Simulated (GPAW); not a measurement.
# Polarising a 2-layer slab of Mo(111) with a field along the normal

The dipole of the cell at several fields, atoms fixed. What does the strongest field give, and what length does the slope stand for?

How it was computed: GPAW 26.7.0, plane waves (400 eV), PAW setups, PBE, 8×8 mesh, a dipole layer in the vacuum; geometry relaxed without an applied field with GPAW. The cell's area is 17.19 Å², and e/ε0 = 180.95 V Å.

What came out, but for one run:

| field (V/Å) | dipole (e Å) |
| --- | --- |
| −0.2 | −0.0768 |
| −0.1 | −0.0384 |
| −0.05 | −0.0192 |
| 0.05 | 0.0192 |
| 0.1 | 0.0383 |
| 0.2 | 0.0767 |
| 0.3 | ? |

Q: What is the dipole at 0.3 V/Å?

Worked answer. A line through the 6 points has the slope α = 0.384 e Å per V/Å and the intercept p₀ = −0.0000 e Å (r.m.s. residual 2.8e−05). At 0.3 V/Å it gives p = −0.0000 + 0.384 × 0.3 = 0.1151 e Å; the run gives 0.1152 e Å, so the response stays linear to 0.1 % of the induced part. Dividing by ε0 and the area: α/(ε0 A) = 0.384 × 180.95 / 17.19 = 4.04 Å, against 0.58 Å between the outer nuclei. A metal screens fully, so the excess of 3.46 Å puts the image planes about 1.73 Å outside the outer atoms on average.

Caveats: This is the electronic response alone; ions that move would add to it in polar layers. No run was spin-polarised, so magnetic states weren't tested.
